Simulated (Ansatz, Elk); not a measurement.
**How far do independent atoms describe YCrIn?**

The structure of YCrIn used here is made up (a known structure type with other elements) and was relaxed beforehand with PBEsol. The aim is the Fourier transform of its all-electron density, F(hkl), set beside the sum over free spherical atoms that refinements use.

Method: DFT, PBE, all-electron APW+lo, Dirac cores, scalar-relativistic bands, static density, ferromagnetic start, in Elk 11.2.3 (patched build).

This account leaves out most program logs.

The structure was built from a prototype and need not be the compound's stable phase.

## 1. The starting structure

It takes space group P-6m2 (No. 187, hexagonal). The conventional cell has a = 4.789 Å, b = 4.789 Å, c = 3.409 Å, α = 90.00°, β = 90.00°, γ = 120.00°. In has 3 Cr at 2.76 Å and 6 Y at 3.25 Å nearest. Y has 6 Cr at 3.25 Å and 6 In at 3.25 Å and 2 Y at 3.41 Å nearest. Cr has 3 In at 2.76 Å and 6 Y at 3.25 Å nearest. Farther neighbours are not listed.

## 2. Ground state and structure factors

An all-electron density is needed, since X-rays see the cores too. Task 0 finds the density and task 195 Fourier-transforms it; tshift is off so that phases refer to the origin typed.

The input, elk.in:

```
tasks
  0
  195
  196

xctype
  20

spinpol
  .true.

rgkmax
  7.0

gmaxvr
  14.0

lmaxo
  7

lmaxapw
  8

swidth
  0.002

tshift
  .false.

ramdisk
  .false.

hmaxvr
  5.5

maxscl
  120

epspot
  1e-06

reducebf
  0.8

sppath
  './'

avec
  9.04915303692 -0.00000000000 0.00000000000
  -4.52457651846 7.83679641270 -0.00000000000
  0.00000000000 -0.00000000000 6.44178532389

atoms
  3
  'In.in'
  1
  0.6666666667 0.3333333333 0.5000000000   0.000000 0.000000 0.000000
  'Y.in'
  1
  -0.0000000000 -0.0000000000 -0.0000000000   0.000000 0.000000 0.000000
  'Cr.in'
  1
  0.3333333333 0.6666666667 0.5000000000   0.000000 0.000000 -0.175000

ngridk
  5 5 6
```

The run is started by

```sh
> OMP_NUM_THREADS=4 elk
```

The job ended after 2.3 min (4 threads of Intel Xeon Platinum 8488C (Sapphire Rapids), shared host; peak memory 0.47 GiB).

SFACRHO.OUT:

```text

h k l indices transformed by vhmat matrix:
   1.000000000       0.000000000       0.000000000    
   0.000000000       1.000000000       0.000000000    
   0.000000000       0.000000000       1.000000000    

      h      k      l  multipl.   |H|            Re(F)            Im(F)           |F|

      0      0      0      1   0.0000000       112.00000      0.42466694E-16   112.00000    
     -1      0      0      3  0.80175431       1.7605993       20.302011       20.378208    
      0     -1      0      3  0.80175431       1.7605993      -20.302011       20.378208    
      0      0      1      2  0.97537949      -29.909760      0.34529251E-13   29.909760    
     -1      0     -1      6   1.2626065       60.238332      -18.927344       63.141911    
      1      0      1      6   1.2626065       60.238332       18.927344       63.141911    
      1     -2      0      6   1.3886792       86.746694      0.13417284E-07   86.746694    
      0     -2      0      3   1.6035086       2.0412155       17.753649       17.870608    
      2     -2      0      3   1.6035086       2.0412156      -17.753649       17.870608    
     -1      2     -1     12   1.6969959      -24.198730      0.12717469E-07   24.198730    
      2      0     -1      6   1.8768604       52.390057      -16.920406       55.054684    
      0      2     -1      6   1.8768604       52.390057       16.920406       55.054684    
      0      0     -2      2   1.9507590       76.225734      0.56310408E-13   76.225734    
     -1      0      2      6   2.1090924       2.0844637       16.214846       16.348278    
      0     -1     -2      6   2.1090924       2.0844637      -16.214846       16.348278    
      3     -2      0      6   2.1212425       2.1006047       16.201610       16.337218    
      1     -3      0      6   2.1212425       2.1006048      -16.201610       16.337218    
      1      2      1     12   2.3347452       47.143605      -15.593981       49.655732
```

Elk indexes on the primitive cell of elk.in and gives |H| = 4π sin θ/λ in inverse bohr. Below, one row stands for each form hkl of the conventional cell (m members, Friedel mates merged), F is for one primitive cell and the density is static (no thermal factor). Free-atom factors are Waasmaier and Kirfel's, and R is Σm||F|−|F'||/Σm|F|.

| hkl | m | sin θ/λ (Å⁻¹) | abs F, DFT | neutral atoms | diff. | abs of complex diff. |
| --- | --- | --- | --- | --- | --- | --- |
| 100 | 6 | 0.121 | 20.378 | 20.227 | +0.151 | 0.210 |
| 001 | 2 | 0.147 | 29.910 | 29.897 | +0.013 | 0.013 |
| 101 | 12 | 0.190 | 63.142 | 63.344 | -0.202 | 0.343 |
| 110 | 6 | 0.209 | 86.747 | 87.346 | -0.599 | 0.599 |
| 200 | 6 | 0.241 | 17.871 | 17.771 | +0.099 | 0.239 |
| 111 | 12 | 0.255 | 24.199 | 24.581 | -0.382 | 0.382 |
| 201 | 12 | 0.282 | 55.055 | 55.090 | -0.035 | 0.069 |
| 002 | 2 | 0.293 | 76.226 | 76.318 | -0.092 | 0.092 |
| 102 | 12 | 0.317 | 16.348 | 16.343 | +0.005 | 0.056 |
| 210 | 12 | 0.319 | 16.337 | 16.310 | +0.027 | 0.069 |
| 211 | 24 | 0.351 | 49.656 | 49.622 | +0.034 | 0.036 |
| 112 | 12 | 0.360 | 68.662 | 68.617 | +0.045 | 0.045 |
| 300 | 6 | 0.362 | 68.489 | 68.445 | +0.044 | 0.045 |
| 202 | 12 | 0.380 | 15.239 | 15.255 | -0.015 | 0.030 |

## 3. The magnetisation density

The same run holds the spin density, and task 196 transforms it. The order is that of the start, and no other was tried.

SFACMAG_1.OUT:

```text

h k l indices transformed by vhmat matrix:
   1.000000000       0.000000000       0.000000000    
   0.000000000       1.000000000       0.000000000    
   0.000000000       0.000000000       1.000000000    

      h      k      l  multipl.   |H|            Re(F)            Im(F)           |F|

      0      0      0      1   0.0000000       3.9755679     -0.82500220E-17   3.9755679    
     -1      0      0      3  0.80175431      -1.5915532      -2.8288644       3.2458458    
      0     -1      0      3  0.80175431      -1.5915532       2.8288644       3.2458458    
      0      0      1      2  0.97537949      -2.5910338      0.13611008E-14   2.5910338    
     -1      0     -1      6   1.2626065       1.1490495       1.8625504       2.1884718    
      1      0      1      6   1.2626065       1.1490495      -1.8625504       2.1884718    
      1     -2      0      6   1.3886792       1.8965756     -0.12051815E-08   1.8965756    
      0     -2      0      3   1.6035086     -0.89227892      -1.2856698       1.5649628    
      2     -2      0      3   1.6035086     -0.89227892       1.2856698       1.5649628    
     -1      2     -1     12   1.6969959      -1.5244959     -0.98278425E-09   1.5244959    
      2      0     -1      6   1.8768604      0.68877518       1.1016658       1.2992609    
      0      2     -1      6   1.8768604      0.68877518      -1.1016658       1.2992609    
      0      0     -2      2   1.9507590       1.1853782      0.14627151E-14   1.1853782    
     -1      0      2      6   2.1090924     -0.53265702     -0.90017120       1.0459597    
      0     -1     -2      6   2.1090924     -0.53265702      0.90017120       1.0459597    
      3     -2      0      6   2.1212425     -0.53056193     -0.90799256       1.0516399
```

The total moment is 3.98 μB a cell; sphere moments: In1 -0.05, Y2 0.00, Cr3 +3.51 μB. Polarised neutrons measure spin and orbital magnetisation together; without spin-orbit coupling the run gives the spin part:

| hkl | sin θ/λ (Å⁻¹) | abs F_M (μB) |
| --- | --- | --- |
| 100 | 0.121 | 3.246 |
| 001 | 0.147 | 2.591 |
| 101 | 0.190 | 2.188 |
| 110 | 0.209 | 1.897 |
| 200 | 0.241 | 1.565 |
| 111 | 0.255 | 1.524 |
| 201 | 0.282 | 1.299 |
| 002 | 0.293 | 1.185 |
| 102 | 0.317 | 1.046 |
| 210 | 0.319 | 1.052 |
| 211 | 0.351 | 0.884 |
| 112 | 0.360 | 0.856 |
| 300 | 0.362 | 0.801 |
| 202 | 0.380 | 0.748 |

## 4. The highest occupied states alone

An energy window below the Fermi level keeps the highest occupied states, to see at which angles they scatter; shallow core shells can lie inside it and anion s states outside. No new self-consistency is needed.

Edit elk.in of step 2 so:

```diff
@@ -1,5 +1,3 @@
 tasks
-  0
   195
-  196
 
@@ -44,2 +42,5 @@
 
+wsfac
+  -0.181780 0.559210
+
 sppath
```

The run is started by

```sh
> OMP_NUM_THREADS=4 elk
```

Elapsed: 5.6 s, on 4 threads; peak memory 0.18 GiB; 8.8 s of CPU time.

States within 12 eV below the Fermi level hold 12.00 electrons; any levels below the window count with the cores. Their amplitudes can exceed the total, where window and core parts have opposite phase:

| hkl | sin θ/λ (Å⁻¹) | abs F, window | abs F, all |
| --- | --- | --- | --- |
| 100 | 0.121 | 2.957 | 20.378 |
| 001 | 0.147 | 3.812 | 29.910 |
| 101 | 0.190 | 2.376 | 63.142 |
| 110 | 0.209 | 2.124 | 86.747 |
| 200 | 0.241 | 1.820 | 17.871 |
| 111 | 0.255 | 1.441 | 24.199 |
| 201 | 0.282 | 1.560 | 55.055 |
| 002 | 0.293 | 1.416 | 76.226 |
| 102 | 0.317 | 1.234 | 16.348 |
| 210 | 0.319 | 1.194 | 16.337 |

## 5. Another functional

The difference from free atoms is small, so it is set against the change that LDA (Perdew-Wang) makes.

Edit elk.in of step 4 so:

```diff
@@ -1,6 +1,8 @@
 tasks
+  0
   195
+  196
 
 xctype
-  20
+  3
 
@@ -42,5 +44,2 @@
 
-wsfac
-  -0.181780 0.559210
-
 sppath
```

The run is started by

```sh
> OMP_NUM_THREADS=4 elk
```

Run time: 83 s. Hardware: 4 threads; peak memory 0.25 GiB.

Against the first run R = 0.03 %; the largest change is -0.039 at 300. The moment goes from 3.98 to 3.79 μB.

## 6. A coarser k-mesh

About half the k-points along each axis test the sampling.

Edit elk.in of step 5 so:

```diff
@@ -6,3 +6,3 @@
 xctype
-  3
+  20
 
@@ -65,2 +65,2 @@
 ngridk
-  5 5 6
+  2 2 3
```

The run is started by

```sh
> OMP_NUM_THREADS=4 elk
```

The job ended after 43 s (4 threads; peak memory 0.46 GiB; 1.9 min of CPU time).

Against the first run R = 0.01 %; the largest change is -0.058 at 002. The moment goes from 3.98 to 3.60 μB.

## 7. Basis size

The basis and the expansions that go with it are enlarged, to see whether the differences are converged.

Edit elk.in of step 6 so:

```diff
@@ -12,12 +12,12 @@
 rgkmax
-  7.0
+  8.5
 
 gmaxvr
-  14.0
+  18.0
 
 lmaxo
-  7
+  9
 
 lmaxapw
-  8
+  10
 
@@ -65,2 +65,2 @@
 ngridk
-  2 2 3
+  5 5 6
```

The run is started by

```sh
> OMP_NUM_THREADS=4 elk
```

It took 3.4 min on 4 threads; peak memory 0.56 GiB; 12 min of CPU time.

Against the first run R = 0.01 %; the largest change is -0.011 at 220. The moment goes from 3.98 to 3.97 μB.

## 8. Settings against the effect

| run | R against the first run (%) | R against neutral atoms, low angle (%) | wall time |
| --- | --- | --- | --- |
| PBE, rgkmax 7 | 0.00 | 0.48 | 2.3 min |
| LDA (Perdew-Wang) | 0.03 | 0.50 | 83 s |
| k-mesh 2×2×3 | 0.01 | 0.48 | 43 s |
| rgkmax 8.5 with larger expansions | 0.01 | 0.47 | 3.4 min |

## 9. What came out

```yaml
r_against_neutral_atoms_sin_theta_lambda_0p3_a_minus1: 0.48 %
r_against_neutral_atoms_0p3_to_0p82_a_minus1: 0.14 %
```

**Reading.** Independent neutral atoms miss the calculated amplitudes by R = 0.48 % below 0.3 Å⁻¹ and 0.14 % from there to 0.82 Å⁻¹; by shells, 0.51 % below 0.15 Å⁻¹ (2 forms), 0.47 % 0.15 to 0.3 (6 forms), 0.12 % 0.3 to 0.45 (12 forms), 0.15 % above 0.45 (67 forms). Bonding, aspherical density and the tables' own atoms all enter these figures, and the runs don't part them. The largest change of an amplitude is -0.60 electrons, at 110. R counts amplitudes alone; phases shift too. The magnetic order is that of the start. No other order was tried here, and an antiferromagnetic one would change or move the magnetic intensity. The window's part falls from 12.0 electrons at the origin to at most 0.57 between 0.45 and 0.82 Å⁻¹. Below 0.3 Å⁻¹ the changes that finished (LDA (Perdew-Wang), k-mesh 2×2×3 and rgkmax 8.5 with larger expansions) move F by R = 0.03 % at most, against the 0.48 % that separates it from free atoms. The magnetic factors move by R = 4.1 % (LDA (Perdew-Wang)), 2.8 % (k-mesh 2×2×3) and 0.5 % (rgkmax 8.5 with larger expansions), so they aren't settled to better than that. Part of the difference isn't bonding: the tables are fits to free atoms and ions calculated by other methods than this functional. Thermal motion, anomalous dispersion and extinction are left out.

[Logs are printed without paths, hosts, clocks, repeated set-up lines and the standing remarks that a program may print on its own settings, such as how far it seeks lower states.]

[Hosts, paths, dates, database ids (printed as entryN), source tags and the programs' standing remarks are cut or masked in the printed files.]
